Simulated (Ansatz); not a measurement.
# Y3GaC (Pm-3m): following an unstable mode

Wanted: the energy along a soft mode of Y3GaC (Pm-3m) and the structure at the end.

Calculated with Ansatz 0.2.0; DFT PBEsol, scalar-relativistic, plane waves, PAW; PAW set soft_1.

Most raw output is cut from this account.

**1. Set-up**

Symmetry: Pm-3m, No. 221, cubic system. The conventional cell has a = 4.806 Å, b = 4.806 Å, c = 4.806 Å, α = 90.00°, β = 90.00°, γ = 90.00°. Nearest to Y lie 2 C at 2.40 Å and 4 Ga at 3.40 Å and 8 Y at 3.40 Å. Ga has 12 Y at 3.40 Å nearest. Nearest to C lie 6 Y at 2.40 Å. Farther neighbours are not listed.

**2. Phonons on a q mesh**

The cell comes from relaxations at this level that are not shown. Stability and thermal properties need the whole zone. Linear response on a 2×2×2 q mesh gives force constants as far as a supercell of that size would.

Contents of input.yaml:

```yaml
crystal:
  lattice:
    - [4.8062686968, 0.0, 0.0]
    - [0.0, 4.8062686968, 0.0]
    - [0.0, 0.0, 4.8062686968]
  atoms:
    - { symbol: "Y", position: [0.5, 0.0, 0.5] }
    - { symbol: "Y", position: [0.5, 0.5, 0.0] }
    - { symbol: "Y", position: [0.0, 0.5, 0.5] }
    - { symbol: Ga, position: [0.0, 0.0, 0.0] }
    - { symbol: C, position: [0.5, 0.5, 0.5] }
kpoints:
  mp_grid: { grid: [8, 8, 8] }
hamiltonian:
  xc: pbesol
  pseudopotentials: { kind: paw, azcp: { folder: soft_1 }, xc_functional: pbe }
scf:
  occupations: { method: methfessel_paxton, width: 0.2 }
output:
  eigenvalues: true
phonons:
  method: dfpt
  qmesh: [2, 2, 2]
  temperatures: { t_max: 1000, t_step: 50 }
  qpath:
    path:
      - [[0.0, 0.0, 0.0], [0.0, 0.5, 0.0], [0.5, 0.5, 0.0], [0.0, 0.0, 0.0], [0.5, 0.5, 0.5], [0.0, 0.5, 0.0]]
      - [[0.5, 0.5, 0.5], [0.5, 0.5, 0.0]]
    npoints: 10
```

Started as:

```bash
ansatz run input.yaml --threads 4 --pin off --max-ram 10240MiB --backend cpu --events-out ev --progress --plain --runs-dir out
```

Wall time 4.2 min (4 threads of Intel Xeon Platinum 8488C (Sapphire Rapids), shared host); peak memory 1.4 GiB; 15 min of CPU time.

This step gave:

```
volume per atom                                         : 22.21 Å³
gap on the k-mesh                                       : 0 eV
sum-rule residual before enforcement                    : 9.78e-5 eV/Å²
lowest frequency on the path                            : -44.18 cm⁻¹
point group                                             : m-3m
highest frequency on the path or at a solved wavevector : 527.7 cm⁻¹
highest optical mode at the zone centre (no LO-TO term) : 290.1 cm⁻¹
lowest optical zone-centre mode                         : 85.53 cm⁻¹
lowest mode on the q mesh (acoustic modes at Γ apart)   : -44.18 cm⁻¹
```

Frequencies (cm⁻¹) solved at each irreducible wavevector; negative means imaginary. Frequencies by wavevector, by row:

```csv
q in reciprocal lattice units,star,mode 1,mode 2,mode 3,mode 4,mode 13,mode 14,mode 15
0 0 0,1,0,0,0,85.5,290.1,290.1,290.1
0 0 -0.5,3,75.4,75.4,87.9,87.9,381.9,381.9,527.7
0 -0.5 -0.5,3,-37.4,94,102,102,396.5,505.1,505.1
-0.5 -0.5 -0.5,1,-44.2,-44.2,-44.2,95.8,515.7,515.7,515.7
```

Interpolated from a 2×2×2 q mesh. Phonon branches along the path, in cm⁻¹:

```csv
point,branch 1,branch 2,branch 3,branch 4,branch 12,branch 13,branch 14,branch 15
Γ,0,0,0,86,201,290,290,290
halfway,55,55,83,89,215,339,339,424
X,75,75,88,88,223,382,382,528
halfway,42,91,91,93,240,389,447,516
M,-37,94,102,102,257,396,505,505
halfway,53,75,85,91,228,365,435,435
Γ,0,0,0,86,201,290,290,290
halfway,51,59,59,95,239,444,444,444
R,-44,-44,-44,96,282,516,516,516
halfway,30,57,59,95,253,452,453,513
X,75,75,88,88,223,382,382,528
jump to R,-44,-44,-44,96,282,516,516,516
halfway,-41,44,44,95,268,458,510,510
M,-37,94,102,102,257,396,505,505
```

Symmetry leaves 4 wavevectors to solve. The lowest mode among them, the acoustic zeros apart, lies at q = (-0.5, -0.5, -0.5) and is imaginary, 44.2i cm⁻¹, so the energy falls along it.

**3. The mode frozen in, largest atomic shift 0 Å**

The mode followed lies at q = (-0.5, -0.5, -0.5) with frequency 44.2i cm⁻¹ and is 3-fold degenerate, the softest among the wavevectors solved. At small amplitude the distorted cell has space group no. 140 by a symmetry search on the positions. The undistorted cell that holds it gives the zero of energy on the same k mesh.

System of this step: Y3GaC. The structure is cubic, space group Pm-3m (No. 221). The conventional cell has a = 4.806 Å, b = 4.806 Å, c = 4.806 Å, α = 90.00°, β = 90.00°, γ = 90.00°. Y has 2 C at 2.40 Å and 8 Y at 3.40 Å and 4 Ga at 3.40 Å nearest. Nearest to Ga lie 12 Y at 3.40 Å. C has 6 Y at 2.40 Å nearest. Farther neighbours are not listed.

input.yaml, the sections that differ from step 2:

```yaml
crystal:
  lattice:
    - [4.8062686968, 4.8062686968, 0.0]
    - [4.8062686968, 0.0, 4.8062686968]
    - [4.8062686968, 0.0, -4.8062686968]
  atoms:
    - { symbol: "Y", position: [0.0, 1.0, 0.5] }
    - { symbol: "Y", position: [0.0, 0.5, 0.0] }
    - { symbol: "Y", position: [0.5, 0.0, 1.0] }
    - { symbol: "Y", position: [0.5, 0.5, 0.5] }
    - { symbol: "Y", position: [0.5, 0.0, 0.5] }
    - { symbol: "Y", position: [0.5, 0.5, 0.0] }
    - { symbol: Ga, position: [0.0, 0.5, 0.5] }
    - { symbol: Ga, position: [0.0, 0.0, 0.0] }
    - { symbol: C, position: [0.5, 0.25, 0.75] }
    - { symbol: C, position: [0.5, 0.75, 0.25] }
output:
  forces: true
  stress: true
  eigenvalues: true
# kpoints, hamiltonian, scf: as in step 2
# phonons: removed
```

The job ended after 5.3 s (4 threads; peak memory 0.86 GiB; 20 s of CPU time).

Numbers from this step:

```
pressure                         : -0.008396 GPa
energy from the undistorted cell : 0 meV/atom
```

The run ends at a pressure of -0.01 GPa.

**4. The mode frozen in, largest atomic shift 0.32 Å**

The atoms are moved along the unstable eigenvector, the largest shift by 0.32 Å, with the cell fixed.

input.yaml, the sections that differ from step 3:

```yaml
crystal:
  lattice:
    - [4.8062686968, 4.8062686968, 0.0]
    - [4.8062686968, 0.0, 4.8062686968]
    - [4.8062686968, 0.0, -4.8062686968]
  atoms:
    - { symbol: "Y", position: [0.0, 1.0, 0.5] }
    - { symbol: "Y", position: [0.0, 0.5, 0.0] }
    - { symbol: "Y", position: [0.5, 0.0332898575, 1.0332898575] }
    - { symbol: "Y", position: [0.5, 0.4667101425, 0.4667101425] }
    - { symbol: "Y", position: [0.5, -0.0332898575, 0.5332898575] }
    - { symbol: "Y", position: [0.5, 0.5332898575, -0.0332898575] }
    - { symbol: Ga, position: [0.0, 0.5, 0.5] }
    - { symbol: Ga, position: [0.0, 0.0, 0.0] }
    - { symbol: C, position: [0.5, 0.25, 0.75] }
    - { symbol: C, position: [0.5, 0.75, 0.25] }
# kpoints, hamiltonian, scf, output: as in step 3
```

Elapsed: 11 s, on 4 threads; peak memory 1 GiB.

This step gave:

```
pressure                         : -0.3463 GPa
energy from the undistorted cell : -6.503 meV/atom
```

The energy, extrapolated to zero smearing, is -6.50 meV/atom against the undistorted cell.

The run ends at a pressure of -0.35 GPa, with forces up to 0.017 eV/Å.

**5. Energy along the mode, all amplitudes (two of the runs are shown above)**

An imaginary frequency means negative curvature, so the energy should fall and then rise again as anharmonic terms take over.

Numbers from this step:

| Property | Result |
| --- | --- |
| depth at the lowest point sampled | 6.503 meV/atom |
| largest atomic shift at that point | 0.32 Å |

Energy from the parent against largest atomic shift:

```csv
largest atomic shift (Å),energy from the parent (meV/atom)
0.000,0
0.040,-0.202
0.080,-0.788
0.140,-2.23
0.220,-4.58
0.320,-6.50
0.450,-2.47
0.600,22.2
```

Displacement at unit largest shift by atom:

```csv
atom,x (Å),y (Å),z (Å),size
Y1,0.00,0.00,0.00,0.00
Y2,0.00,0.00,0.00,0.00
Y3,1.00,0.00,0.00,1.00
Y4,-1.00,0.00,0.00,1.00
Y5,0.00,0.00,-1.00,1.00
Y6,0.00,0.00,1.00,1.00
Ga7,0.00,0.00,0.00,0.00
Ga8,0.00,0.00,0.00,0.00
C9,0.00,0.00,0.00,0.00
C10,0.00,0.00,0.00,0.00
```

The lowest of the steps tried is at 0.32 Å, 6.50 meV/atom below the parent; the bottom of the well need not coincide with a step.

**6. Relaxing from the distorted cell**

Starting from the lowest point found, all atoms and the cell are let go, so that strain and other modes of the same symmetry can join in.

input.yaml, as its differences from that of step 4:

```diff
@@ -27 +27,6 @@
   eigenvalues: true
+relax:
+  adjacent_minimum: "off"
+  f_tol: 0.002
+  max_steps: 120
+  cell: { stress_tol: 0.03 }
```

Wall time 65 s (4 threads); peak memory 1.1 GiB; 4.2 min of CPU time.

The steps of the relaxation:

```csv
step,energy less that of the first step (eV),largest force component (eV/Å),pressure (GPa),volume (Å³)
1,0.0000,0.0167,-0.35,222.05
2,-0.0040,0.0329,0.41,219.96
3,-0.0072,0.0159,0.01,221.00
4,-0.0077,0.0011,0.00,220.95
5*,-0.0075,0.0011,0.00,220.95
```

Relaxation steps marked * repeat the geometry before them on a plane-wave basis chosen anew for their cell, so energy and pressure can jump there.

Forces are held to the 16 operations that the run works with; a distortion that breaks them can't arise in this run.

```csv
"conventional cell, symmetrised",before,after,change
a (Å),6.797,6.765,-0.5 %
b (Å),6.797,6.765,-0.5 %
c (Å),9.613,9.656,+0.5 %
volume (Å³/atom),22.21,22.10,-0.5 %
```

The atoms that moved most (Å, as changes of fractional coordinates times the final cell):

```csv
atom,dx,dy,dz,length
Y4,-0.033,0.000,0.000,0.033
Y6,0.000,0.000,0.033,0.033
Y5,0.000,0.000,-0.033,0.033
Y3,0.033,0.000,0.000,0.033
```

The relaxed structure:

```cif
data_structure
_symmetry_space_group_name_H-M 'P 1'
_symmetry_Int_Tables_number 1
_cell_length_a 6.7965
_cell_length_b 6.7650
_cell_length_c 6.7650
_cell_angle_alpha 90.000
_cell_angle_beta 60.153
_cell_angle_gamma 60.153
_cell_volume 220.95
loop_
_atom_site_label
_atom_site_type_symbol
_atom_site_fract_x
_atom_site_fract_y
_atom_site_fract_z
_atom_site_occupancy
Y1 Y 0.00000 0.00000 0.50000 1
Y2 Y 0.00000 0.50000 0.00000 1
Y3 Y 0.50000 0.03674 0.03674 1
Y4 Y 0.50000 0.46326 0.46326 1
Y5 Y 0.50000 0.96326 0.53674 1
Y6 Y 0.50000 0.53674 0.96326 1
Ga7 Ga 0.00000 0.50000 0.50000 1
Ga8 Ga 0.00000 0.00000 0.00000 1
C9 C 0.50000 0.25000 0.75000 1
C10 C 0.50000 0.75000 0.25000 1
```

This step gave:

| Item | Value |
| --- | --- |
| pressure | -0.004445 GPa |
| volume per atom | 22.10 Å³ |

The distorted start has space group I4/mcm; the relaxation ends in I4/mcm.

**7. The new phase in its own primitive cell**

The relaxed structure is symmetrised, reduced to its primitive cell and relaxed tightly, as its phonons need.

input.yaml, the sections that differ from step 6:

```yaml
crystal:
  lattice:
    - [-3.382490029, 3.382490029, 4.8280120543]
    - [3.382490029, -3.382490029, 4.8280120543]
    - [3.382490029, 3.382490029, -4.8280120543]
  atoms:
    - { symbol: "Y", position: [0.25, 0.25, 0.0] }
    - { symbol: "Y", position: [0.75, 0.75, 0.0] }
    - { symbol: "Y", position: [0.7132580079, 0.2132580079, 0.9265160158] }
    - { symbol: "Y", position: [0.2867419921, 0.7867419921, 0.0734839842] }
    - { symbol: "Y", position: [0.2132580079, 0.2867419921, 0.5] }
    - { symbol: "Y", position: [0.7867419921, 0.7132580079, 0.5] }
    - { symbol: Ga, position: [0.25, 0.75, 0.5] }
    - { symbol: Ga, position: [0.75, 0.25, 0.5] }
    - { symbol: C, position: [0.0, 0.0, 0.0] }
    - { symbol: C, position: [0.5, 0.5, 0.0] }
relax:
  adjacent_minimum: "off"
  f_tol: 0.001
  max_steps: 60
  cell: { stress_tol: 0.01 }
# kpoints, hamiltonian, scf, output: as in step 6
```

Wall time 24 s (4 threads); peak memory 1.1 GiB.

Little changed from the start: no atom moved by 0.005 Å and no cell edge by 0.1 %.

The largest force component left is 0.77 meV/Å and the pressure is -0.004 GPa, within the tolerances set. The cell now holds 22.10 Å³/atom.

**8. Modes of the new phase**

A relaxed structure may still be a saddle point, so its zone-centre modes are computed. No field response is asked, since the mesh shows no gap.

input.yaml, as its differences from that of step 7:

```diff
@@ -24,9 +24,4 @@
 output:
-  forces: true
-  stress: true
   eigenvalues: true
-relax:
-  adjacent_minimum: "off"
-  f_tol: 0.001
-  max_steps: 60
-  cell: { stress_tol: 0.01 }
+phonons:
+  method: dfpt
```

Wall time 32 min (4 threads); peak memory 8.2 GiB.

Numbers from this step:

- sum-rule residual before enforcement: 2.48e-5 eV/Å²
- point group: 4/mmm
- highest optical mode at the zone centre (no LO-TO term): 503.7 cm⁻¹
- lowest optical zone-centre mode: -29.16 cm⁻¹

Patterns of degenerate modes are one choice out of their space. The modes at Γ (shares of kinetic energy by element, %) (negative means imaginary):

```csv
mode,frequency (cm⁻¹),symmetry,Y %,Ga %,C %
1,-29.2,Eg,99,1,0
2,-29.2,Eg,99,1,0
3,0.0,acoustic,77,20,3
4,0.0,acoustic,77,20,3
5,0.0,acoustic,77,20,3
6,62.4,A1g,100,0,0
7,99.5,Eu,88,12,0
8,99.5,Eu,88,12,0
9,104.4,Eg,1,99,0
10,104.4,Eg,1,99,0
11,107.2,Eu,32,68,0
12,107.2,Eu,32,68,0
13,107.4,B1u,100,0,0
14,108.3,A2u,21,79,0
15,118.2,B2g,1,99,0
16,159.6,Eg,100,0,0
17,159.6,Eg,100,0,0
18,170.2,B2g,99,1,0
19,182.6,B1g,100,0,0
20,184.5,A2g,100,0,0
21,197.6,A2u,98,0,2
22,200.1,Eu,98,0,2
23,200.1,Eu,98,0,2
24,275.3,A2g,100,0,0
25,333.1,A2u,4,1,95
26,343.4,Eu,6,0,94
27,343.4,Eu,6,0,94
28,501.8,Eu,0,0,100
29,501.8,Eu,0,0,100
30,503.7,A1u,0,0,100
```

Displacements in mode 2 (-29.2 cm⁻¹), the largest set to 1:
```
Y1   0.18  1.00  0.00
Y2  -0.18 -1.00  0.00
Y3   0.00  0.00  0.56
Y4   0.00  0.00 -0.56
Y5   0.00  0.00 -0.81
Y6   0.00  0.00  0.81
Ga7 -0.03  0.18  0.00
Ga8  0.03 -0.18  0.00
C9   0.00  0.00  0.00
C10  0.00  0.00  0.00
```

Displacements in mode 23 (200.1 cm⁻¹), the largest set to 1:
```
Y1   0.66 -0.01  0.00
Y2   0.66 -0.01  0.00
Y3  -0.33  1.00  0.00
Y4  -0.33  1.00  0.00
Y5  -0.30 -0.99  0.00
Y6  -0.30 -0.99  0.00
Ga7  0.07  0.00  0.00
Ga8  0.07  0.00  0.00
C9  -0.66  0.13  0.00
C10 -0.66 -0.11  0.00
```

Before it was imposed, the acoustic sum rule was missed by 2.5e-5 eV/Å². Small misses are needed for a sound result but don't prove that mesh and cutoff are converged. The lowest optical mode is imaginary, 29.2i cm⁻¹, so the energy falls along it.

**9. Outcome**

```yaml
unstable_mode_of_the_parent: q = (-0.5, -0.5, -0.5), 44i cm⁻¹
depth_at_the_lowest_point_sampled: 6.50 meV/atom
largest_atomic_shift_at_that_point: 0.32 Å
space_group_reached_within_0p01_a: I4/mcm
energy_gained_over_the_parent_first_relaxation_on_the_mesh_of_the_frozen_mode: 7.23 meV/atom
volume_per_atom_phase_reached: 22.1 Å³
lowest_optical_zone_centre_mode_phase_reached: -29.2 cm⁻¹
highest_optical_mode_at_the_zone_centre_no_lo_to_term_phase_reached: 504 cm⁻¹
```

Along this mode the structure falls into I4/mcm, 7.23 meV/atom below the parent. At the parent's cell the well is 6.503 meV/atom deep on the steps tried, with its lowest point at a shift of 0.32 Å. Relaxing atoms and cell changes the gain by +0.72 meV/atom against the lowest step (energies at zero smearing). The new phase still has an imaginary mode at the zone centre of its cell, so it is a saddle point on the way to a lower structure. Of the 4 patterns followed to their end from this parent, this one ends 2.31 meV/atom above the lowest, R-3c. Each path keeps the symmetry of its pattern, so a lower phase may lie along a pattern not tried. With no gap, or one that is small against the smearing, the frequencies hang on the k mesh and the smearing, most of all near Kohn anomalies. The PAW files were made for PBE and serve the other functionals too.

[Logs are printed without paths, hosts, clocks, repeated set-up lines and the standing remarks that a program may print on its own settings, such as how far it seeks lower states.]

[Hosts, paths, dates, database ids (printed as entryN), source tags and the programs' standing remarks are cut or masked in the printed files.]
